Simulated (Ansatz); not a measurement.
# Mg3SiO (model cell, started as antiperovskite): a soft mode frozen in, part 2 of 3

Aim: this structure of Mg3SiO (model cell, started as antiperovskite) is to be tested for unstable modes, and one is followed downhill.

Ansatz 0.2.0; DFT PBEsol, scalar-relativistic, plane waves, PAW; PAW set soft_1.

So far, highest frequency on the path or at a solved wavevector (cm⁻¹): step 2 (phonons on a q mesh) 481. Also lowest frequency on the path (cm⁻¹): step 2 -46.3.

The structure was built from a prototype and need not be the compound's stable phase.

**3. The mode frozen in, largest atomic shift 0 Å**

The mode followed lies at q = (0, -0.5, -0.5) with frequency 46.3i cm⁻¹, the softest among the wavevectors solved. At small amplitude the distorted cell has space group no. 127 by a symmetry search on the positions. The undistorted cell that holds it gives the zero of energy on the same k mesh.

System of this step: Mg3SiO (model cell, started as antiperovskite). It takes space group Pm-3m (No. 221, cubic). The conventional cell has a = 4.189 Å, b = 4.189 Å, c = 4.189 Å, α = 90.00°, β = 90.00°, γ = 90.00°. Si has 12 Mg at 2.96 Å nearest. O has 6 Mg at 2.09 Å nearest. Nearest to Mg lie 2 O at 2.09 Å and 8 Mg at 2.96 Å and 4 Si at 2.96 Å. Mg has 2 O at 2.09 Å and 8 Mg at 2.96 Å and 4 Si at 2.96 Å nearest. Farther neighbours and most contacts between anions are not listed.

input.yaml reads:

```yaml
crystal:
  lattice:
    - [-4.1890907208, 0.0, 0.0]
    - [0.0, -4.1890907208, -4.1890907208]
    - [0.0, -4.1890907208, 4.1890907208]
  atoms:
    - { symbol: Si, position: [0.0, 0.5, 0.5] }
    - { symbol: Si, position: [0.0, 0.0, 0.0] }
    - { symbol: O, position: [0.5, 0.0, 0.5] }
    - { symbol: O, position: [0.5, 0.5, 0.0] }
    - { symbol: Mg, position: [0.5, 0.25, 0.25] }
    - { symbol: Mg, position: [0.5, 0.75, 0.75] }
    - { symbol: Mg, position: [0.5, 0.25, 0.75] }
    - { symbol: Mg, position: [0.5, 0.75, 0.25] }
    - { symbol: Mg, position: [0.0, 0.0, 0.5] }
    - { symbol: Mg, position: [0.0, 0.5, 0.0] }
kpoints:
  mp_grid: { grid: [8, 6, 6] }
hamiltonian:
  xc: pbesol
  pseudopotentials: { kind: paw, azcp: { folder: soft_1 }, xc_functional: pbe }
scf:
  occupations: { method: methfessel_paxton, width: 0.2 }
output:
  forces: true
  stress: true
  eigenvalues: true
```

The run is started by

```bash
> ansatz run input.yaml --threads 8 --pin off --max-ram 16384MiB --backend cpu --events-out ev --progress --plain --runs-dir out
```

Numbers of over 12 decimals in the logs are rounded to 6 here.

Log:

```text
[...]
Crystal: 10 atoms, lattice volume = 147.024 Å³
Basis set: ecut = 420 eV, 2871 PW (Γ), exchange–correlation on 60×80×80 points (8 copies of the dense FFT grid, shifted against one another)
Bands: 50, of which v1, the nominal top of the filled ones, is band 40 counted from 1 (39 counted from 0)
Symmetry: 32 space group operations
[...]
k-points: 50 of 288
[...]
k-point 0: bands = [... 36 lower, 8.2573, 8.2583, 8.2583, 8.3049, 8.9408, 9.2996, 9.3014, 10.5487, ... 6 higher]
  k-point 1: bands = [... 36 lower, 7.5644, 7.7090, 8.2356, 8.7662, 8.8151, 9.5785, 10.1123, 11.1482, ... 6 higher]
  k-point 2: bands = [... 36 lower, 6.4913, 7.0646, 8.2118, 8.4675, 9.8657, 10.0324, 11.0510, 11.5176, ... 6 higher]
  k-point 49: bands = [... 36 lower, 6.0674, 6.0674, 8.3041, 8.3041, 8.9424, 8.9424, 11.1495, 11.1495, ... 6 higher]
[key lines of the parts left out:]
SCF converged after 9 iterations
Free energy (F): -13842.308004 eV
Fermi energy:    8.685428 eV
P = ⅓ Tr σ = 0.0117 GPa (0.117 kbar)
```

Wall time 2.5 s (8 threads of Arm Neoverse V2, shared host); peak memory 0.71 GiB.

This step gave:

```
pressure                         : 0.01168 GPa
energy from the undistorted cell : 0 meV/atom
```

The run ends at a pressure of 0.01 GPa.

**4. The mode frozen in, largest atomic shift 0.22 Å**

The atoms are moved along the unstable eigenvector, the largest shift by 0.22 Å, with the cell fixed.

input.yaml, the sections that differ from step 3:

```yaml
crystal:
  lattice:
    - [-4.1890907208, 0.0, 0.0]
    - [0.0, -4.1890907208, -4.1890907208]
    - [0.0, -4.1890907208, 4.1890907208]
  atoms:
    - { symbol: Si, position: [0.0, 0.5, 0.5] }
    - { symbol: Si, position: [0.0, 0.0, 0.0] }
    - { symbol: O, position: [0.5, 0.0, 0.5] }
    - { symbol: O, position: [0.5, 0.5, 0.0] }
    - { symbol: Mg, position: [0.5, 0.2762586817, 0.2762586817] }
    - { symbol: Mg, position: [0.5, 0.7237413183, 0.7237413183] }
    - { symbol: Mg, position: [0.5, 0.2237413183, 0.7762586817] }
    - { symbol: Mg, position: [0.5, 0.7762586817, 0.2237413183] }
    - { symbol: Mg, position: [0.0, 0.0, 0.5] }
    - { symbol: Mg, position: [0.0, 0.5, 0.0] }
# kpoints, hamiltonian, scf, output: as in step 3
```

Log:

```text
[...]
Crystal: 10 atoms, lattice volume = 147.024 Å³
Basis set: ecut = 420 eV, 2871 PW (Γ), exchange–correlation on 60×80×80 points (8 copies of the dense FFT grid, shifted against one another)
Bands: 50, of which v1, the nominal top of the filled ones, is band 40 counted from 1 (39 counted from 0)
Symmetry: 16 space group operations
[...]
k-points: 50 of 288
[...]
k-point 0: bands = [... 36 lower, 8.1855, 8.2497, 8.2497, 8.3269, 8.8360, 9.2414, 9.2597, 10.5119, ... 6 higher]
  k-point 1: bands = [... 36 lower, 7.5529, 7.7004, 8.1639, 8.6712, 8.8361, 9.5391, 10.0268, 11.1157, ... 6 higher]
  k-point 2: bands = [... 36 lower, 6.5011, 7.0659, 8.1394, 8.3850, 9.8796, 9.9891, 10.9084, 11.6360, ... 6 higher]
  k-point 49: bands = [... 36 lower, 6.0791, 6.0791, 8.2787, 8.2787, 8.9259, 8.9259, 11.1430, 11.1430, ... 6 higher]
[key lines of the parts left out:]
SCF converged after 9 iterations
Free energy (F): -13842.315324 eV
Fermi energy:    8.643091 eV
P = ⅓ Tr σ = 0.2282 GPa (2.282 kbar)
```

Elapsed: 2.5 s, on 8 threads; peak memory 0.71 GiB.

Numbers from this step:

```
pressure                         : 0.2282 GPa
energy from the undistorted cell : -0.727 meV/atom
```

The energy, extrapolated to zero smearing, is -0.73 meV/atom against the undistorted cell.

The run ends at a pressure of 0.23 GPa, with forces up to 0.0050 eV/Å.

**5. Energy along the mode, all amplitudes (two of the runs are shown above)**

An imaginary frequency means negative curvature, so the energy should fall and then rise again as anharmonic terms take over.

Numbers from this step:

```
depth at the lowest point sampled  : 0.727 meV/atom
largest atomic shift at that point : 0.22 Å
```

Table of energy from the parent by largest atomic shift:

| largest atomic shift (Å) | energy from the parent (meV/atom) |
| --- | --- |
| 0.000 | 0 |
| 0.040 | -0.054 |
| 0.080 | -0.205 |
| 0.140 | -0.523 |
| 0.220 | -0.727 |
| 0.320 | 0.705 |
| 0.450 | 9.80 |

Displacement at unit largest shift by atom:

| atom | x (Å) | y (Å) | z (Å) | size |
| --- | --- | --- | --- | --- |
| Si1 | 0.00 | 0.00 | 0.00 | 0.00 |
| Si2 | 0.00 | 0.00 | 0.00 | 0.00 |
| O3 | 0.00 | 0.00 | 0.00 | 0.00 |
| O4 | 0.00 | 0.00 | 0.00 | 0.00 |
| Mg5 | 0.00 | -1.00 | 0.00 | 1.00 |
| Mg6 | 0.00 | 1.00 | 0.00 | 1.00 |
| Mg7 | 0.00 | 0.00 | 1.00 | 1.00 |
| Mg8 | 0.00 | 0.00 | -1.00 | 1.00 |
| Mg9 | 0.00 | 0.00 | 0.00 | 0.00 |
| Mg10 | 0.00 | 0.00 | 0.00 | 0.00 |

The lowest of the steps tried is at 0.22 Å, 0.727 meV/atom below the parent; the bottom of the well need not coincide with a step.

**6. Relaxation from the frozen mode**

Starting from the lowest point found, all atoms and the cell are let go, so that strain and other modes of the same symmetry can join in.

input.yaml: that of step 4 with these lines changed.

```diff
@@ -27 +27,10 @@
   eigenvalues: true
+  write_density: true
+  write_potential: true
+  elf: true
+  volumetric_format: npy
+relax:
+  adjacent_minimum: "off"
+  f_tol: 0.002
+  max_steps: 120
+  cell: { stress_tol: 0.03 }
```

Log:

```text
[...]
Crystal: 10 atoms, lattice volume = 147.024 Å³
Basis set: ecut = 420 eV, 2871 PW (Γ), exchange–correlation on 60×80×80 points (8 copies of the dense FFT grid, shifted against one another)
Bands: 50, of which v1, the nominal top of the filled ones, is band 40 counted from 1 (39 counted from 0)
Symmetry: 16 space group operations
[...]
k-points: 50 of 288
[...]
SCF iter   1: F=—  HF=-13845.815182 eV  |F-HF|=—  |Δ(HF+E_count)|=         —  Δρ=9.71e-2  dr2=1.74e1  ethr=3.10e-3  ⟨swp⟩=8.6  Hψ=10908  notcnv=0
[...]
SCF iter   9: F=-13842.315324 eV  HF=-13842.315324 eV  |F-HF|=3.31e-9  |Δ(HF+E_count)|=   2.37e-8  S|Δr|=    0.00e0  Δρ=2.14e-6  dr2=8.34e-9  ethr=1.25e-10  ⟨swp⟩=14.9  Hψ=17085  notcnv=0
SCF 1 converged in 9 iterations: F = -13842.315324 eV  dr2 = 8.34e-9
[...]
relax step   1: F+E_penalty+E_count = -13842.31532446 eV  Δ(F+E_penalty+E_count) = +0.000e0 eV  max|allowed force component| = 4.987e-3 eV/Å  Δτ_max = 0.0000 Å  P = +0.228 GPa  Ω = 147.024 Å³  (9 SCF iters, dr2 threshold 1.00e-7 eV, accepted)
Crystal: 10 atoms, lattice volume = 147.285 Å³
Basis set: ecut = 420 eV, 2867 PW (Γ), exchange–correlation on 60×80×80 points (8 copies of the dense FFT grid, shifted against one another)
[...]
SCF iter   4: F=-13842.316223 eV  HF=-13842.316223 eV  |F-HF|=3.76e-8  |Δ(HF+E_count)|=   4.00e-7  S|Δr|=    0.00e0  Δρ=5.38e-6  dr2=6.69e-8  ethr=1.25e-9  ⟨swp⟩=10.1  Hψ=15966  notcnv=0
SCF 2 converged in 4 iterations: F = -13842.316223 eV  dr2 = 6.69e-8
relax step   2: F+E_penalty+E_count = -13842.31622296 eV  Δ(F+E_penalty+E_count) = -8.985e-4 eV  max|allowed force component| = 1.412e-3 eV/Å  Δτ_max = 0.0001 Å  P = +0.069 GPa  Ω = 147.285 Å³  energy of the carried Pulay correction = -1.761e-4 eV  (4 SCF iters, dr2 threshold 1.00e-6 eV, accepted)
Crystal: 10 atoms, lattice volume = 147.367 Å³
Basis set: ecut = 420 eV, 2835 PW (Γ), exchange–correlation on 60×80×80 points (8 copies of the dense FFT grid, shifted against one another)
[...]
SCF iter   4: F=-13842.316687 eV  HF=-13842.316687 eV  |F-HF|=2.57e-7  |Δ(HF+E_count)|=   4.73e-7  S|Δr|=    0.00e0  Δρ=1.62e-5  dr2=3.30e-7  ethr=4.24e-10  ⟨swp⟩=10.2  Hψ=16433  notcnv=0
SCF 3 converged in 4 iterations: F = -13842.316687 eV  dr2 = 3.30e-7
  Residual-converged pass: ⟨swp⟩=1.0  Hψ=2700  notcnv=0  max |occ|·‖R‖ = 7.0e-9 eV (tolerance 1.0e-8 eV)  dr2=3.30e-7  dr2_onsite=2.40e-8  max |Δocc| = 1.1e-10
relax step   3: F+E_penalty+E_count = -13842.31668710 eV  Δ(F+E_penalty+E_count) = -4.641e-4 eV  max|allowed force component| = 2.818e-3 eV/Å  Δτ_max = 0.0007 Å  P = +0.014 GPa  Ω = 147.367 Å³  energy of the carried Pulay correction = -2.315e-4 eV  (4 SCF iters, dr2 threshold 3.39e-7 eV, accepted)
[...]
relax step   4: F+E_penalty+E_count = -13842.31665776 eV  Δ(F+E_penalty+E_count) = +2.934e-5 eV  max|allowed force component| = 2.304e-3 eV/Å  Δτ_max = 0.0150 Å  P = -0.001 GPa  Ω = 147.446 Å³  energy of the carried Pulay correction = -2.849e-4 eV  (7 SCF iters, dr2 threshold 4.96e-10 eV, accepted)
[...]
relax step   5: F+E_penalty+E_count = -13842.31669827 eV  Δ(F+E_penalty+E_count) = -4.051e-5 eV  max|allowed force component| = 1.696e-4 eV/Å  Δτ_max = 0.0067 Å  P = -0.004 GPa  Ω = 147.428 Å³  energy of the carried Pulay correction = -2.722e-4 eV  (7 SCF iters, dr2 threshold 3.32e-10 eV, accepted)
[...]
SCF iter   5: F=-13842.317037 eV  HF=-13842.317037 eV  |F-HF|=3.09e-11  |Δ(HF+E_count)|=  7.09e-11  S|Δr|=    0.00e0  Δρ=2.13e-7  dr2=1.86e-11  ethr=1.00e-12  ⟨swp⟩=7.6  Hψ=10868  notcnv=0
SCF 6 converged in 5 iterations: F = -13842.317037 eV  dr2 = 1.86e-11
relax step   6: F+E_penalty+E_count = -13842.31703674 eV  Δ(F+E_penalty+E_count) = -3.385e-4 eV  max|allowed force component| = 1.655e-4 eV/Å  Δτ_max = 0.0000 Å  P = -0.000 GPa  Ω = 147.428 Å³  stress off target by 6.65e-3 GPa  SCF on the basis re-selected at this cell (its energy is not comparable with the rows above)  (5 SCF iters)
basis re-selected at this cell: Δ(F+E_penalty+E_count) = -3.385e-4 eV, ΔP = +0.004 GPa vs the last step (what re-selecting the basis moved, of the pressure what is left beyond the Pulay correction that the steps carried, after the strain that the cell walked since its last selection, with what the two solves' SCF thresholds leave and, on support functions, any second-order correction that the steps lacked; it is no m [...]
SCF converged after 5 iterations
[...]
Free energy (F): -13842.317037 eV
[...]
Internal energy: -13842.316912 eV  (E = F + TS)
E sigma→0 (E₀):  -13842.317006 eV
Entropy (-TS):   -0.000125 eV (-0.012 meV/atom)
Fermi energy:    8.605995 eV
[...]
--- Forces (eV/Å), atoms counted from 1 ---
  atom   1  Si     0.00000000     0.00000000     0.00000000
  atom   2  Si     0.00000000     0.00000000    -0.00000000
  atom   3  O     -0.00000000     0.00000000    -0.00000000
  atom   4  O      0.00000000     0.00000000    -0.00000000
  atom   5  Mg    -0.00000000    -0.00016546     0.00000000
  atom   6  Mg     0.00000000     0.00016546    -0.00000000
  atom   7  Mg    -0.00000000    -0.00000000     0.00016546
  atom   8  Mg     0.00000000     0.00000000    -0.00016546
  atom   9  Mg     0.00000000     0.00000000    -0.00000000
  atom  10  Mg     0.00000000     0.00000000    -0.00000000
  max |Σ_I F_I| component: 1.30e-18 eV/Å
--- Stress (GPa, compression-positive) ---
        0.006654       0.000000       0.000000
        0.000000      -0.003793      -0.000000
        0.000000      -0.000000      -0.003793
  P = ⅓ Tr σ = -0.0003 GPa (-0.003 kbar)
--- Band table (eV; the first three rows and the last of 50) ---
  k-point 0: bands = [... 36 lower, 8.1147, 8.2367, 8.2367, 8.2969, 8.7655, 9.1904, 9.2391, 10.4579, ... 6 higher]
  k-point 1: bands = [... 36 lower, 7.5395, 7.6870, 8.0925, 8.5992, 8.8068, 9.4556, 10.0185, 11.0800, ... 6 higher]
  k-point 2: bands = [... 36 lower, 6.4884, 7.0491, 8.0667, 8.3113, 9.8493, 9.8980, 10.8264, 11.6332, ... 6 higher]
  k-point 49: bands = [... 36 lower, 6.0542, 6.0542, 8.2395, 8.2395, 8.9114, 8.9114, 11.1365, 11.1365, ... 6 higher]
--- Relaxed structure (5 steps of the walk, 5 accepted, 1 SCFs on fresh bases) ---
  F+E_penalty+E_count = -13842.31703674 eV   max|allowed force component| = 1.655e-4 eV/Å   (the final SCF, on the basis selected at the relaxed cell)
  cell:  # Å, volume = 147.4277 Å³
    - [-4.210847, 0, 0]
    - [0, -4.183982, -4.183982]
    - [0, -4.183982, 4.183982]
  atoms:
    - { symbol: Si, position: [0, 0.5, 0.5] }
    - { symbol: Si, position: [0, 0, 0] }
    - { symbol: O, position: [0.5, 0.0, 0.5] }
    - { symbol: O, position: [0.5, 0.5, 0.0] }
    - { symbol: Mg, position: [0.5, 0.277321, 0.277321] }
    - { symbol: Mg, position: [0.5, 0.722679, 0.722679] }
    - { symbol: Mg, position: [0.5, 0.222679, 0.777321] }
    - { symbol: Mg, position: [0.5, 0.777321, 0.222679] }
    - { symbol: Mg, position: [0, 0.0, 0.5] }
    - { symbol: Mg, position: [0, 0.5, 0.0] }
```

Elapsed: 14 s, on 8 threads; peak memory 0.76 GiB.

Step by step:

| step | energy less that of the first step (eV) | largest force component (eV/Å) | pressure (GPa) | volume (Å³) |
| --- | --- | --- | --- | --- |
| 1 | 0.0000 | 0.0050 | 0.23 | 147.02 |
| 2 | -0.0009 | 0.0014 | 0.07 | 147.29 |
| 3 | -0.0014 | 0.0028 | 0.01 | 147.37 |
| 4 | -0.0013 | 0.0023 | 0.00 | 147.45 |
| 5 | -0.0014 | 0.0002 | 0.00 | 147.43 |
| 6* | -0.0017 | 0.0002 | 0.00 | 147.43 |

Relaxation steps marked * repeat the geometry before them on a plane-wave basis chosen anew for their cell, so energy and pressure can jump there.

Forces are held to the 16 operations that the run works with; a distortion that breaks them can't arise in this run.

| cell as run | before | after | change |
| --- | --- | --- | --- |
| a (Å) | 4.189 | 4.211 | +0.5 % |
| b (Å) | 5.924 | 5.917 | -0.1 % |
| c (Å) | 5.924 | 5.917 | -0.1 % |
| volume (Å³/atom) | 14.70 | 14.74 | +0.3 % |

Final coordinates:

```cif
data_structure
_symmetry_space_group_name_H-M 'P 1'
_symmetry_Int_Tables_number 1
_cell_length_a 4.2108
_cell_length_b 5.9170
_cell_length_c 5.9170
_cell_angle_alpha 90.000
_cell_angle_beta 90.000
_cell_angle_gamma 90.000
_cell_volume 147.43
loop_
_atom_site_label
_atom_site_type_symbol
_atom_site_fract_x
_atom_site_fract_y
_atom_site_fract_z
_atom_site_occupancy
Si1 Si 0.00000 0.50000 0.50000 1
Si2 Si 0.00000 0.00000 0.00000 1
O3 O 0.50000 0.00000 0.50000 1
O4 O 0.50000 0.50000 0.00000 1
Mg5 Mg 0.50000 0.27732 0.27732 1
Mg6 Mg 0.50000 0.72268 0.72268 1
Mg7 Mg 0.50000 0.22268 0.77732 1
Mg8 Mg 0.50000 0.77732 0.22268 1
Mg9 Mg 0.00000 0.00000 0.50000 1
Mg10 Mg 0.00000 0.50000 0.00000 1
```

Numbers from this step:

| Quantity | Value |
| --- | --- |
| pressure | -3.11e-4 GPa |
| volume per atom | 14.74 Å³ |

Valence density in the ac plane at fractional y = 0.000, with atoms of Si and O and Mg within 0.2 Å of it. It is the smooth field of the valence electrons, not physical close to the nuclei.

Ten steps, logarithmic in the rise over the least value, from '_' (0 e/Å³) to '@' (25 e/Å³), each cell a mean:
```
__......____________......__
........______________......
......________________......
....______________________..
____________________________
______________..____________
__________..::::::..________
**==..__..--==++==::..__::++
@@##--..::==**##**--....++%%
@@%%--..::++**##**==::..++@@
##**..__::==++**++--..__--**
::..____..::------..______::
____________......__________
____________________________
____________________________
......__________________....
........______________......
__......____________........
____....____________......__
```
Columns run along a (4.2 Å), rows up along c (5.9 Å). Atoms in or near the plane, at fractional coordinates: Si at (0.00, 0.00), O at (0.50, 0.50), Mg at (0.00, 0.50).

Electrostatic potential energy in the ac plane at fractional y = 0.000, with atoms of Si and O and Mg within 0.2 Å of it. With pseudopotentials it is smooth inside the atoms' cores, unlike the true potential.

Ten even steps from '_' (-61 eV) to '@' (10 eV), each cell a mean:
```
##++++%%@@@@@@@@@@@@@@##++++
++++##@@@@@@@@@@@@@@@@%%**++
##%%@@@@@@@@@@@@@@@@@@@@%%%%
@@@@@@@@@@@@@@@@@@@@@@@@@@@@
@@@@@@@@@@@@@@@@@@@@@@@@@@@@
@@@@@@@@@@@@@@@@@@@@@@@@@@@@
##%%@@@@@@@@@@@@@@@@@@@@%%%%
::==##@@@@%%**++**@@@@%%**--
____++%%@@**==--==##@@%%--__
____++%%@@++--::==##@@%%--__
__::##%%@@##++==++%%@@%%++..
**##%%@@@@@@%%%%%%@@@@@@%%**
@@@@@@@@@@@@@@@@@@@@@@@@@@@@
@@@@@@@@@@@@@@@@@@@@@@@@@@@@
@@@@@@@@@@@@@@@@@@@@@@@@@@@@
%%%%@@@@@@@@@@@@@@@@@@@@@@%%
++**%%@@@@@@@@@@@@@@@@@@##**
++++**%%@@@@@@@@@@@@@@%%++++
%%**++%%@@@@@@@@@@@@@@##++##
```
Columns run along a (4.2 Å; values clipped at the 3rd and 97th percentile), rows up along c (5.9 Å). Atoms in or near the plane, at fractional coordinates: Si at (0.00, 0.00), O at (0.50, 0.50), Mg at (0.00, 0.50).

ELF in the ac plane at fractional y = 0.000, with atoms of Si and O and Mg within 0.2 Å of it. It is the smooth field of the valence electrons, not physical close to the nuclei.

Ten even steps from '_' (0.05) to '@' (0.81), each cell a mean:
```
==++##@@@@**==--++##@@@@**==
**##@@@@%%**==--==##@@@@%%**
@@@@@@@@%%++--::--**%%@@@@@@
@@@@@@##++--....::==**%%@@@@
%%%%##==::..........--++##%%
::--::::..::====--::..::----
______..--**%%%%##++::______
--::__..**@@@@@@@@%%==__..--
..--....%%@@##**%%@@**__::::
..--....%%@@**==%%@@**__--::
----__..##@@@@%%@@@@++__..--
..____..==%%@@@@@@**--____..
..........--++**==::........
****++--::....::....::==****
@@@@%%##==::......--++##@@@@
@@@@@@@@##==::::--++%%@@@@@@
##%%@@@@%%**----==##@@@@@@%%
==++%%@@@@**==--++##@@@@##++
++==##@@@@**==--++##@@@@++==
```
Columns run along a (4.2 Å), rows up along c (5.9 Å). Atoms in or near the plane, at fractional coordinates: Si at (0.00, 0.00), O at (0.50, 0.50), Mg at (0.00, 0.50).

The distorted start has space group P4/mbm; the relaxation ends in P4/mbm.

(Continued in part 3 of 3.)

[Logs are printed without paths, hosts, clocks, repeated set-up lines and the standing remarks that a program may print on its own settings, such as how far it seeks lower states.]

[Hosts, paths, dates, database ids (printed as entryN), source tags and the programs' standing remarks are cut or masked in the printed files.]
